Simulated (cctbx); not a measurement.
**A disordered crystal of nominal Tb4Eu5Ge3Pb3**

Cell a = 4.9090 Å, b = 22.0210 Å, c = 17.6330 Å, α = 90.00°, β = 90.00°, γ = 90.00°; space group Cmc2_1 (no. 36); nominal formula Tb4Eu5Ge3Pb3.

Simulated single-crystal data (cctbx): Mo Kα, λ = 0.71073 Å, to d = 0.77 Å, 70 % of the full sphere, strongest reflection 5000 counts, noise from counting, a 3 % proportional error and a noise floor of 2 counts (s.d.); no absorption.

With every site full:

```text
Rint 0.065, 2381 unique reflections to 0.77 A
cycle     R1     wR2    GooF  max shift (A)
   1  0.1410  0.2961   3.636   0.00707
   2  0.0354  0.0768   0.943   0.00004
final R1 0.0354 wR2 0.0768 GooF 0.943  parameters 90  data/parameter 26.5
atom        x        y        z      Ueq    occ   su(xyz)  su(Uiso or U11)
Pb1    0.00000  0.42845  0.36366   0.0033  1.000  0.00007  0.0004
Pb2    0.00000  0.44516  0.08715   0.0024  1.000  0.00006  0.0005
Pb3    0.50000  0.26870  0.50202   0.0031  1.000  0.00006  0.0004
Tb1    0.50000  0.32377  0.67766   0.0037  1.000  0.00008  0.0006
Tb2    0.50000  0.33281  0.04030   0.0034  1.000  0.00008  0.0006
Tb3    0.50000  0.46895  0.50213   0.0043  1.000  0.00008  0.0005
Tb4    0.50000  0.48407  0.23412   0.0049  1.000  0.00008  0.0006
Eu2    0.00000  0.34986  0.21450   0.0032  1.000  0.00008  0.0006
Eu3    0.50000  0.05987  0.40465   0.0019  1.000  0.00007  0.0006
Eu4    0.50000  0.16031  0.00026   0.0031  1.000  0.00009  0.0006
Eu5    0.50000  0.20086  0.35958   0.0039  1.000  0.00009  0.0005
Eu6    0.50000  0.34686  0.36429   0.0034  1.000  0.00009  0.0005
Ge1    0.50000  0.06649  0.13483   0.0045  1.000  0.00020  0.0014
Ge2    0.50000  0.27704  0.21423   0.0053  1.000  0.00019  0.0013
Ge3    0.50000  0.38801  0.85922   0.0048  1.000  0.00021  0.0011
difference map: max 2.35 min -2.80 rms 0.57
Q1    0.0000  0.4720  0.3500    4    2.44  0.99 A from Pb1
Q2    0.0000  0.2750  0.7830    4    2.37  1.45 A from Eu5
Q3    0.1144  0.2795  0.4800    8    2.37  1.48 A from Eu4
Q4    0.1313  0.2704  0.8688    8    2.32  0.92 A from Eu5
Q5    0.0000  0.2169  0.4064    4    2.32  2.45 A from Ge3
Q6    0.0000  0.0257  0.8429    4    2.21  1.93 A from Tb4
```

With the occupancies of the suspect sites free, each still typed as its main element:

```text
Rint 0.065, 2381 unique reflections to 0.77 A
cycle     R1     wR2    GooF  max shift (A)
   1  0.0793  0.1735   2.130   0.00012
   2  0.0354  0.0768   0.943   0.00001
final R1 0.0354 wR2 0.0768 GooF 0.943  parameters 92  data/parameter 25.9
atom        x        y        z      Ueq    occ   su(xyz)  su(Uiso or U11)
Pb1    0.00000  0.42845  0.36366   0.0033  1.000  0.00007  0.0004
Pb2    0.00000  0.44516  0.08715   0.0024  1.000  0.00006  0.0005
Pb3    0.50000  0.26870  0.50202   0.0031  1.000  0.00006  0.0005
Tb1    0.50000  0.32377  0.67766   0.0037  1.000  0.00008  0.0006
Tb2    0.50000  0.33281  0.04030   0.0034  1.000  0.00008  0.0006
Tb3    0.50000  0.46895  0.50213   0.0043  1.000  0.00008  0.0005
Tb4    0.50000  0.48407  0.23412   0.0049  1.000  0.00008  0.0006
Eu2    0.00000  0.34986  0.21450   0.0032  1.000  0.00008  0.0006
Eu3    0.50000  0.05987  0.40465   0.0019  1.000  0.00007  0.0008
Eu4    0.50000  0.16031  0.00026   0.0031  1.000  0.00009  0.0006
Eu5    0.50000  0.20086  0.35958   0.0039  1.000  0.00009  0.0005
Eu6    0.50000  0.34686  0.36429   0.0034  1.000  0.00009  0.0005
Ge1    0.50000  0.06649  0.13483   0.0045  1.000  0.00020  0.0014
Ge2    0.50000  0.27704  0.21423   0.0053  1.000  0.00019  0.0013
Ge3    0.50000  0.38801  0.85922   0.0048  1.000  0.00021  0.0011
su of occupancy Pb3: 0.007
su of occupancy Eu3: 0.010
difference map: max 2.35 min -2.80 rms 0.57
Q1    0.0000  0.4720  0.3500    4    2.44  0.99 A from Pb1
Q2    0.0000  0.2750  0.7830    4    2.37  1.45 A from Eu5
Q3    0.1144  0.2795  0.4800    8    2.37  1.48 A from Eu4
Q4    0.1313  0.2704  0.8688    8    2.32  0.92 A from Eu5
Q5    0.0000  0.2169  0.4064    4    2.32  2.45 A from Ge3
Q6    0.0000  0.0257  0.8429    4    2.21  1.93 A from Tb4
```

**Question.** What is the disorder?

X-rays count electrons. Pb3 refines to 1.000(0.007), or 82.0 electrons; the site truly holds 0.95 Pb and 0.05 Eu, 81.0 electrons, which is 0.988 of Pb; Eu3 refines to 1.000(0.010), or 63.0 electrons; the site truly holds 0.95 Eu and 0.05 Pb, 63.9 electrons, which is 1.015 of Eu. All are within 3 s.u. of full, so these data don't show the disorder. Occupancy correlates with U and the scale, and the two elements' form factors differ in shape, so the match is approximate.

Freeing them takes R1 from 0.0354 to 0.0354 and GooF from 0.94 to 0.94.

The model was made for the exercise: a known structure type with other elements put in, its volume estimated, not relaxed; displacement parameters are assumed.

[Middle refinement cycles are left out of these outputs.]

[Logs are printed without paths, hosts, clocks, repeated set-up lines and the standing remarks that a program may print on its own settings, such as how far it seeks lower states.]
